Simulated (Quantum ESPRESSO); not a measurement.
**Core-hole calculation of the In K edge in Sc3InB (Pm-3m)**

What does one-electron theory with a core hole give for the In K edge of Sc3InB (Pm-3m)?

Calculated with Quantum ESPRESSO 7.5; X-ray absorption near-edge structure, plane-wave PAW PBEsol, one-electron final states by a Lanczos continued fraction.

### Step 1. The structure

It takes space group Pm-3m (No. 221, cubic). The conventional cell has a = 4.560 Å, b = 4.560 Å, c = 4.560 Å, α = 90.00°, β = 90.00°, γ = 90.00°. In has 12 Sc at 3.22 Å nearest. Nearest to Sc lie 2 B at 2.28 Å and 8 Sc at 3.22 Å and 4 In at 3.22 Å. Nearest to B lie 6 Sc at 2.28 Å. Farther neighbours are not listed.

As a file:

```cif
data_structure
_symmetry_space_group_name_H-M 'Pm-3m'
_symmetry_Int_Tables_number 221
_cell_length_a 4.5600
_cell_length_b 4.5600
_cell_length_c 4.5600
_cell_angle_alpha 90.000
_cell_angle_beta 90.000
_cell_angle_gamma 90.000
_cell_volume 94.82
loop_
_atom_site_label
_atom_site_type_symbol
_atom_site_symmetry_multiplicity
_atom_site_Wyckoff_symbol
_atom_site_fract_x
_atom_site_fract_y
_atom_site_fract_z
_atom_site_occupancy
In1 In 1 a 0.00000 0.00000 0.00000 1
Sc1 Sc 3 c 0.50000 0.50000 0.00000 1
B1 B 1 b 0.50000 0.50000 0.50000 1
```

### Step 2. Ground state of the crystal

A plain self-consistent run shows whether there is a gap, which decides the set-up of the core-hole run.

The PAW data sets are made with ld1.x, with reconstruction data.

scf.in

```
&control
   calculation='scf', prefix='x', pseudo_dir='../pp', outdir='tmp', tprnfor=.true.
/
&system
   ibrav=0, nat=5, ntyp=3, nbnd=30
   ecutwfc=50, ecutrho=450
   occupations='smearing', smearing='mv', degauss=0.015
/
&electrons
   conv_thr=5.0e-08, electron_maxstep=120
   mixing_beta=0.5
/
ATOMIC_SPECIES
In3 1.0 In.pbesol-dn-kjpaw.UPF
Sc 1.0 Sc.pbesol-spn-kjpaw.UPF
B 1.0 B.pbesol-n-kjpaw.UPF
CELL_PARAMETERS angstrom
  4.56000000 0.00000000 0.00000000
  0.00000000 4.56000000 0.00000000
  0.00000000 0.00000000 4.56000000
ATOMIC_POSITIONS crystal
In3  0.00000000 0.00000000 0.00000000
Sc   0.50000000 0.50000000 0.00000000
Sc   0.50000000 0.00000000 0.50000000
Sc   0.00000000 0.50000000 0.50000000
B    0.50000000 0.50000000 0.50000000
K_POINTS automatic
6 6 6 0 0 0
```

Launch:

```
> OMP_NUM_THREADS=1 mpirun --oversubscribe --bind-to none -np 4 pw.x -nk 4 -in scf.in > scf.out
```

The log of the run:

```text
     [... banner and references ...]
using ibrav=0 with symmetry is DISCOURAGED, use correct ibrav instead

     G-vector sticks info
     --------------------

     Using Slab Decomposition

     bravais-lattice index     =            0
     lattice parameter (alat)  =       8.6172  a.u.
     unit-cell volume          =     639.8691 (a.u.)^3
     number of atoms/cell      =            5
     number of atomic types    =            3
     number of electrons       =        49.00
     number of Kohn-Sham states=           30
     kinetic-energy cutoff     =      50.0000  Ry
     charge density cutoff     =     450.0000  Ry
     scf convergence threshold =      5.0E-08
     mixing beta               =       0.5000
     number of iterations used =            8  plain     mixing
     Exchange-correlation= SLA  PW   PSX  PSC
                           (   1   4  10   8   0   0   0)

     celldm(1)=   8.617151  celldm(2)=   0.000000  celldm(3)=   0.000000
     celldm(4)=   0.000000  celldm(5)=   0.000000  celldm(6)=   0.000000

     crystal axes: (cart. coord. in units of alat)
               a(1) = (   1.000000   0.000000   0.000000 )
               a(2) = (   0.000000   1.000000   0.000000 )
               a(3) = (   0.000000   0.000000   1.000000 )

     reciprocal axes: (cart. coord. in units 2 pi/alat)
               b(1) = (  1.000000  0.000000  0.000000 )
               b(2) = (  0.000000  1.000000  0.000000 )
               b(3) = (  0.000000  0.000000  1.000000 )

     PseudoPot. #1 for In:     Pseudo is Projector augmented-wave + core cor, Zval = 13.0

     PseudoPot. #2 for Sc:     Pseudo is Projector augmented-wave + core cor, Zval = 11.0

     ../pp/B.pbesol-n-kjpaw.UPF
     Pseudo is Projector augmented-wave + core cor, Zval =  3.0
     Shape of augmentation charge: PSQ
     Using radial grid of 1059 points,  4 beta functions with:
                l(1) =   0
                l(2) =   0
                l(3) =   1
                l(4) =   1
     Q(r) pseudized with 0 coefficients

     atomic species   valence    mass     pseudopotential
     In3              13.00     1.00000     In( 1.00)
     Sc               11.00     1.00000     Sc( 1.00)
     B                 3.00     1.00000     B ( 1.00)

     48 Sym. Ops., with inversion, found

   Cartesian axes

     site n.     atom                  positions (alat units)
         1        In3    tau(   1) = (   0.0000000   0.0000000   0.0000000  )
         2        Sc     tau(   2) = (   0.5000000   0.5000000   0.0000000  )
         3        Sc     tau(   3) = (   0.5000000   0.0000000   0.5000000  )
         4        Sc     tau(   4) = (   0.0000000   0.5000000   0.5000000  )
         5        B      tau(   5) = (   0.5000000   0.5000000   0.5000000  )

     number of k points=    20  Marzari-Vanderbilt smearing, width (Ry)=  0.0150
                       cart. coord. in units 2pi/alat
        k(    1) = (   0.0000000   0.0000000   0.0000000), wk =   0.0092593
        k(    2) = (   0.0000000   0.0000000   0.1666667), wk =   0.0555556
        k(    3) = (   0.0000000   0.0000000   0.3333333), wk =   0.0555556
        k(    4) = (   0.0000000   0.0000000  -0.5000000), wk =   0.0277778
        k(    5) = (   0.0000000   0.1666667   0.1666667), wk =   0.1111111
[...]
k(   18) = (   0.3333333   0.3333333  -0.5000000), wk =   0.1111111
        k(   19) = (   0.3333333  -0.5000000  -0.5000000), wk =   0.0555556
        k(   20) = (  -0.5000000  -0.5000000  -0.5000000), wk =   0.0092593

     Dense  grid:   103311 G-vectors     FFT dimensions: (  60,  60,  60)

     Smooth grid:    30647 G-vectors     FFT dimensions: (  40,  40,  40)

     Initial potential from superposition of free atoms

     starting charge      48.9892, renormalised to      49.0000
     Starting wfcs are   43 randomized atomic wfcs
     Checking if some PAW data can be deallocated...

[...]
estimated scf accuracy    <       0.00000021 Ry

     iteration # 25     ecut=    50.00 Ry     beta= 0.50
     Davidson diagonalization with overlap
     ethr =  4.23E-10,  avg # of iterations =  2.6

     total energy              =    -882.13323071 Ry
     estimated scf accuracy    <       0.00000006 Ry

     iteration # 26     ecut=    50.00 Ry     beta= 0.50
     Davidson diagonalization with overlap
     ethr =  1.22E-10,  avg # of iterations =  5.0

     End of self-consistent calculation

          k = 0.0000 0.0000 0.0000 (  3887 PWs)   bands (ev):

   -38.2792 -38.2037 -38.2037 -17.1604 -17.1604 -17.1604 -17.0087 -17.0087
   -17.0087 -16.7838 -16.7838 -16.7838  -3.0642  -3.0642  -3.0567  -3.0567
    -3.0567   2.7107   5.0544  10.1952  10.1952  10.1952  10.2563  10.2563
    10.6054  10.6054  10.6054  13.2743  13.2743  13.2743

          k = 0.0000 0.0000 0.1667 (  3831 PWs)   bands (ev):

   -38.2747 -38.2081 -38.2036 -17.1484 -17.1484 -17.1438 -17.0126 -17.0126
   -17.0101 -16.8044 -16.7920 -16.7920  -3.0614  -3.0562  -3.0559  -3.0545
[...]
10.4700  10.6724  10.7243  12.4869  13.1442  13.1442

          k = 0.0000 0.0000 0.3333 (  3824 PWs)   bands (ev):

[...]
10.2071  10.8272  10.9632  12.1841  13.1452  13.1464

          k = 0.0000 0.0000-0.5000 (  3804 PWs)   bands (ev):

[...]
10.0591  10.9206  11.3410  12.3216  12.7050  13.1718

          k = 0.0000 0.1667 0.1667 (  3820 PWs)   bands (ev):

[...]
10.6678  10.8597  10.9040  12.7351  12.8000  12.8181

          k = 0.0000 0.1667 0.3333 (  3817 PWs)   bands (ev):

[...]
k = 0.0000 0.1667-0.5000 (  3824 PWs)   bands (ev):

[...]
k = 0.0000 0.3333 0.3333 (  3820 PWs)   bands (ev):

[...]
k = 0.0000 0.3333-0.5000 (  3818 PWs)   bands (ev):

[...]
k = 0.0000-0.5000-0.5000 (  3836 PWs)   bands (ev):

[...]
k = 0.1667 0.1667 0.1667 (  3809 PWs)   bands (ev):

[...]
k = 0.1667 0.1667 0.3333 (  3819 PWs)   bands (ev):

[...]
k = 0.1667 0.1667-0.5000 (  3810 PWs)   bands (ev):

[...]
k = 0.1667 0.3333 0.3333 (  3824 PWs)   bands (ev):

[...]
k = 0.1667 0.3333-0.5000 (  3810 PWs)   bands (ev):

[...]
k = 0.1667-0.5000-0.5000 (  3844 PWs)   bands (ev):

[...]
k = 0.3333 0.3333 0.3333 (  3830 PWs)   bands (ev):

[...]
k = 0.3333 0.3333-0.5000 (  3818 PWs)   bands (ev):

[...]
9.7305  12.0810  12.1230  12.4227  12.4628  12.4720

          k = 0.3333-0.5000-0.5000 (  3808 PWs)   bands (ev):

[...]
9.6679  12.2283  12.2283  12.3566  12.3567  12.3735

          k =-0.5000-0.5000-0.5000 (  3840 PWs)   bands (ev):

   -38.2286 -38.2286 -38.2286 -17.2094 -17.1766 -17.1766 -17.1766 -16.9058
   -16.9058 -16.9058 -16.7165 -16.7165  -3.0690  -3.0690  -3.0690  -3.0185
    -3.0185   5.6776   6.0253   7.6312   7.6312   7.6312   9.5441   9.5441
     9.5441  12.2383  12.2383  12.2383  12.2898  12.2898

     the Fermi energy is    10.2238 ev

!    total energy              =    -882.13323069 Ry
     total all-electron energy =    -16387.687283 Ry
     estimated scf accuracy    <       0.00000003 Ry
     smearing contrib. (-TS)   =       0.00242434 Ry
     internal energy E=F+TS    =    -882.13565503 Ry

     The total energy is F=E-TS. E is the sum of the following terms:
     one-electron contribution =    -126.33310466 Ry
     hartree contribution      =      88.12236906 Ry
     xc contribution           =    -100.76826995 Ry
     ewald contribution        =    -294.67252072 Ry
     one-center paw contrib.   =    -448.48412876 Ry

     convergence has been achieved in  26 iterations

     Forces acting on atoms (cartesian axes, Ry/au):

     atom    1 type  1   force =     0.00000000    0.00000000    0.00000000
     atom    2 type  2   force =     0.00000000    0.00000000    0.00000000
     atom    3 type  2   force =     0.00000000    0.00000000    0.00000000
     atom    4 type  2   force =     0.00000000    0.00000000    0.00000000
     atom    5 type  3   force =     0.00000000    0.00000000    0.00000000

     Total force =     0.000000     Total SCF correction =     0.000000

     XML data file, charge density, pseudopotentials, collected wavefunctions

=------------------------------------------------------------------------------=
   JOB DONE.
=------------------------------------------------------------------------------=
```

Wall time 29 s (4 MPI ranks of Intel Xeon 6975P-C (Granite Rapids), shared host); peak memory 0.2 GiB; 1.9 min of CPU time.

Absorbing atoms carry a label of their own (element plus a letter or digit), as the spectrum program needs them as separate species.

The mesh shows no gap, so the system is treated as a metal and the core electron is put at the Fermi level (neutral cell).

### Step 3. Spectrum without a core hole, In atom 1

This cheap baseline ignores the attraction of the hole: it shows the absorber's empty states as they are in the ground state.

The absorber has 12 Sc at 3.22 Å (cuboctahedral, site symmetry m-3m).

xspectra.in

```
&input_xspectra
   calculation='xanes_dipole', edge='K'
   prefix='x', outdir='tmp', xiabs=1, xe0=10.2238
   xonly_plot=.false., x_save_file='xanes.sav'
   xniter=3000, xcheck_conv=20, xerror=0.005
   xcoordcrys=.false., xepsilon(1)=1, xepsilon(2)=0, xepsilon(3)=0
/
&plot
   xnepoint=501, xemin=-10, xemax=70, terminator=.true., cut_occ_states=.true.
   xgamma=0.4
/
&pseudos
   filecore='../In.wfc'
/
&cut_occ
   cut_desmooth=0.1, cut_stepl=0.05, cut_stepu=0.05, cut_ierror=1e-5
/
5 5 5 0 0 0
```

Launch:

```
> OMP_NUM_THREADS=1 mpirun --oversubscribe --bind-to none -np 4 xspectra.x -nk 4 -in xspectra.in > xspectra.out
```

The log of the run:

```text
     [... banner and references ...]
Reading input_file

     calculation: xanes_dipole

     xepsilon  [cartesian coordinates]:   1.000000   0.000000   0.000000

     xonly_plot: FALSE
        => complete calculation: Lanczos + spectrum plot

     filecore (core-wavefunction file): ../In.wfc

     main plot parameters:
        cut_occ_states: TRUE
        gamma_mode:  constant
        -> using xgamma [eV]:  0.40
        xemin [eV]: -10.00
        xemax [eV]:  70.00
        xnepoint:  501
        xe0 [eV]:  10.223800 (energy zero read in input file)

[...]
x_save_file name:
     ->  xanes.sav
     x_save_file version:  2

     ... End STEP 1 ...

     ... Begin STEP 2 ...

     The spectrum is calculated using the following parameters:
        xe0 [eV]:   10.2238
        the occupied states are elimintate from the spectrum
        xemin [eV]: -10.00
        xemax [eV]:  70.00
        xnepoint:  501
        constant broadening parameter [eV]:    0.400
        Core level energy [eV]: -0.2794E+05
         (from electron binding energy of neutral atoms in X-ray data booklet)

     Cross-section successfully written in xanes.dat

     ... End STEP 2 ...

                                END JOB XSpectra
```

The job ended after 30 s (4 MPI ranks; peak memory 0.18 GiB; 2 min of CPU time).

The core hole lives too briefly for so narrow a line (tabulated full width 7.9 eV). The run keeps xgamma small, and the tables are broadened afterwards: Lorentzian half width 3.96 eV (not a setting of the program: the run's 0.4 eV curve was folded afterwards with a further Lorentzian).

The In K spectrum, In atom 1, no core hole (energy from the energy zero of the input (xe0, at the border of filled and empty states); intensity scaled to a mean of 1 over the first 20 eV; folded afterwards to Lorentzian half width 3.96 eV; the points at xe0, where the cut of filled states can leave a spike, are interpolated):

```tsv
E (eV)	intensity
-2.0	0.28
-1.0	0.32
0.0	0.38
1.0	0.46
2.0	0.54
3.0	0.64
4.0	0.75
5.0	0.85
6.0	0.95
7.0	1.03
8.0	1.10
9.0	1.15
10.0	1.19
11.0	1.23
12.0	1.26
13.0	1.26
14.0	1.24
15.0	1.20
16.0	1.15
17.0	1.11
18.0	1.08
19.0	1.08
20.0	1.09
21.0	1.13
22.0	1.17
23.0	1.23
24.0	1.28
25.0	1.33
26.0	1.36
27.0	1.38
28.0	1.38
29.0	1.37
30.0	1.34
31.0	1.32
32.0	1.29
```

Main maxima below 30 eV (height): 12.7 eV (1.26) and 27.6 eV (1.38). A K edge sees empty p states on the absorber.

### Step 4. Reference energy of the supercell

The photon energy needs a difference of total energies, so the cell and mesh of the coming hole run are first run without a hole.

scf.in

```
&control
   calculation='scf', prefix='x', pseudo_dir='../pp', outdir='tmp', tprnfor=.true.
/
&system
   ibrav=0, nat=10, ntyp=3, nbnd=60
   ecutwfc=50, ecutrho=450
   occupations='smearing', smearing='mv', degauss=0.015
/
&electrons
   conv_thr=1.0e-07, electron_maxstep=120
   mixing_beta=0.5
/
ATOMIC_SPECIES
In 1.0 In.pbesol-dn-kjpaw.UPF
Sc 1.0 Sc.pbesol-spn-kjpaw.UPF
B 1.0 B.pbesol-n-kjpaw.UPF
CELL_PARAMETERS angstrom
  4.56000000 0.00000000 4.56000000
  0.00000000 4.56000000 4.56000000
  -4.56000000 0.00000000 4.56000000
ATOMIC_POSITIONS crystal
In   0.00000000 0.00000000 0.00000000
In   0.50000000 0.00000000 0.50000000
Sc   0.00000000 0.50000000 0.50000000
Sc   0.50000000 0.50000000 0.00000000
Sc   0.50000000 0.00000000 0.00000000
Sc   0.00000000 0.00000000 0.50000000
Sc   0.00000000 0.50000000 0.00000000
Sc   0.50000000 0.50000000 0.50000000
B    0.25000000 0.50000000 0.75000000
B    0.75000000 0.50000000 0.25000000
K_POINTS automatic
6 6 6 0 0 0
```

Launch:

```
> OMP_NUM_THREADS=1 mpirun --oversubscribe --bind-to none -np 4 pw.x -nk 4 -in scf.in > scf.out
```

The log of the run:

```text
     [... banner and references ...]
[banner, memory and clock lines left out]
Found identity + ( -0.5000  0.0000 -0.5000) symmetry
     This is a supercell, fractional translations are disabled
     using ibrav=0 with symmetry is DISCOURAGED, use correct ibrav instead

     G-vector sticks info

     bravais-lattice index     =            0
     lattice parameter (alat)  =      12.1865  a.u.
     unit-cell volume          =    1279.7382 (a.u.)^3
[...]
atom    1 type  1   force =     0.00000000   -0.00000000    0.00000000
     atom    2 type  1   force =    -0.00000000   -0.00000000    0.00000000
     atom    3 type  2   force =     0.00000000   -0.00000000    0.00000000
[...]
atom    9 type  3   force =     0.00000000   -0.00000000    0.00000000
     atom   10 type  3   force =    -0.00000000   -0.00000000   -0.00000000

     Total force =     0.000000     Total SCF correction =     0.000000

     XML data file, charge density, pseudopotentials, collected wavefunctions
[key lines of the parts left out:]
!    total energy              =   -1764.26782832 Ry
the Fermi energy is    10.2206 ev
convergence has been achieved in  23 iterations
```

Elapsed: 86 s, on 4 MPI ranks; peak memory 0.37 GiB.

Reference energy: -445931.707 eV with the cores included.

### Step 5. The atom with a core hole

The frozen core must hold the hole, so the absorber gets a data set of its own.

In.pbesol-dn-kjpaw-1sch.ld1.in

```
&input
   title='In', zed=49., rel=1, iswitch=3, dft='PBESOL',
   config='1s1 2s2 2p6 3s2 3p6 3d10 4s2 4p6 5s2 5p2 4d10'
/
&inputp
   file_pseudopw='In.pbesol-dn-kjpaw-1sch.UPF', author='',
   lpaw=.true.,
   pseudotype=3,
   lloc=-1,
   rcloc=1.9,
   which_augfun='PSQ',
   rmatch_augfun_nc=.true.,
   nlcc=.true.,
   new_core_ps=.true.,
   rcore=1.2,
   tm=.true.,
   zval=14,
   lgipaw_reconstruction=.true., use_paw_as_gipaw=.true.
/
6
5S  1  0  2.00  0.00  1.80  2.00  0.0
5S  1  0  0.00  3.00  1.80  2.00  0.0
5P  2  1  2.00  0.00  1.90  2.50  0.0
5P  2  1  0.00  6.00  1.90  2.50  0.0
4D  3  2  10.00  0.00  1.40  1.70  0.0
4D  3  2  0.00  5.00  1.40  1.70  0.0
```

Launch:

```
> ld1.x < In.pbesol-dn-kjpaw-1sch.ld1.in > In.pbesol-dn-kjpaw-1sch.ld1.out
```

The log of the run:

```text
     [... banner and references ...]
PAW data will be used for GIPAW calculation
     --------------------------- All-electron run ----------------------------

     In
     scalar relativistic calculation

     atomic number is 49.00
     dft =PBESOL   lsd =0 sic =0 latt =0  beta=0.20 tr2=1.0E-14
     Exchange-correlation= PBESOL
                           (   1   4  10   8   0   0   0)
     mesh =1241 r(mesh) = 100.30140 a.u. xmin = -7.00 dx = 0.01250
     1 Ry =  13.60569312 eV, c = 137.03599908

     n l     nl                  e(Ry)          e(Ha)          e(eV)
     1 0     1S 1( 1.00)     -2086.0353     -1043.0177    -28381.9563
     2 0     2S 1( 2.00)      -317.6421      -158.8211     -4321.7415
     2 1     2P 1( 6.00)      -288.3529      -144.1765     -3923.2416
[...]
3 2     3D 1(10.00)       -34.8855       -17.4427      -474.6412
[...]
4 2     4D 1(10.00)        -1.9123        -0.9561       -26.0180

     final scf error:  3.7E-15 reached in  35 iterations

     Etot =   -9696.655038 Ry,   -4848.327519 Ha, -131929.712766 eV

     Ekin =   10037.932839 Ry,    5018.966420 Ha,  136573.033801 eV
     Encl =  -23927.547262 Ry,  -11963.773631 Ha, -325550.865237 eV
     Eh   =    4475.450405 Ry,    2237.725203 Ha,   60891.604802 eV
     Exc  =    -282.491020 Ry,    -141.245510 Ha,   -3843.486131 eV

     normalization and overlap integrals

     s(1S/1S) =  1.000000  <r> =   0.0295  <r2> =    0.0012  r(max) =   0.0192
     s(1S/2S) = -0.012900
     s(1S/3S) = -0.005396
     s(1S/4S) = -0.002402
[...]
s(2S/2S) =  1.000000  <r> =   0.1267  <r2> =    0.0189  r(max) =   0.1076
[...]
s(2P/2P) =  1.000000  <r> =   0.1099  <r2> =    0.0147  r(max) =   0.0849
[...]
Encl =  -23927.547262 Ry,  -11963.773631 Ha, -325550.865237 eV
     Eh   =    4475.450405 Ry,    2237.725203 Ha,   60891.604802 eV
     Exc  =    -282.491020 Ry,    -141.245510 Ha,   -3843.486131 eV

     normalization and overlap integrals

[...]
s(3S/5S) = -0.000297
[...]
s(3P/5P) = -0.000192
     s(3D/3D) =  1.000000  <r> =   0.3144  <r2> =    0.1174  r(max) =   0.2517
     s(3D/4D) = -0.000525
     s(4S/4S) =  1.000000  <r> =   0.8241  <r2> =    0.7686  r(max) =   0.7469
     s(4S/5S) = -0.000183
     s(4P/4P) =  1.000000  <r> =   0.8869  <r2> =    0.8993  r(max) =   0.7852
     s(4P/5P) = -0.000118
     s(5S/5S) =  1.000000  <r> =   2.4121  <r2> =    6.6509  r(max) =   2.0303
     s(5P/5P) =  1.000000  <r> =   3.2262  <r2> =   12.1942  r(max) =   2.5426
     s(4D/4D) =  1.000000  <r> =   1.0979  <r2> =    1.4353  r(max) =   0.8897

     ------------------------ End of All-electron run ------------------------

     ---------------------- Testing the pseudopotential ----------------------

     In
     scalar relativistic calculation

     atomic number is 49.00   valence charge is 14.00
     dft = SLA  PW   PSX  PSC   lsd =0 sic =0 latt =0  beta=0.20 tr2=1.0E-14
     mesh =1241 r(mesh) = 100.30140 xmin = -7.00 dx = 0.01250

     n l     nl             e AE (Ry)        e PS (Ry)    De AE-PS (Ry)
     1 0     5S   1( 2.00)       -0.76680       -0.76681        0.00000
     2 1     5P   1( 2.00)       -0.27422       -0.27422        0.00000
     3 2     4D   1(10.00)       -1.91229       -1.91229        0.00000

     eps = 2.0E-15  iter =  4

     Etot =   -9696.655038 Ry,   -4848.327519 Ha, -131929.712766 eV
     Etotps =  -394.903139 Ry,    -197.451569 Ha,   -5372.930916 eV

     Ekin =     257.134415 Ry,     128.567207 Ha,    3498.491936 eV
     Encl =    -490.406660 Ry,    -245.203330 Ha,   -6672.322527 eV
     Ehrt =     120.860119 Ry,      60.430059 Ha,    1644.385688 eV
     Ecxc =    -282.491012 Ry,    -141.245506 Ha,   -3843.486014 eV
     (Ecc =     -24.230028 Ry,     -12.115014 Ha,    -329.666330 eV)

     ---------------------- End of pseudopotential test ----------------------
```

The job ended after 0.84 s (1 MPI rank; peak memory 0.13 GiB).

Removing the core electron and adding it to the valence shell costs the free atom 28045.0 eV.

(Continued in part 2 of 3.)

[Banner, clock and machine lines of the logs are left out without a mark of their own.]

[Logs are printed without paths, hosts, clocks, repeated set-up lines and the standing remarks that a program may print on its own settings, such as how far it seeks lower states.]

[Hosts, paths, dates, database ids (printed as entryN), source tags and the programs' standing remarks are cut or masked in the printed files.]

[Lists of maxima count a maximum above −3 eV only where it reaches 4 % of the highest in the window and stands out from its surroundings by 2 % of it (1.5 % where it reaches 55 %); shoulders and weaker maxima are passed over, and of the rest the first, up to two pre-edge ones and the few strongest are named.]
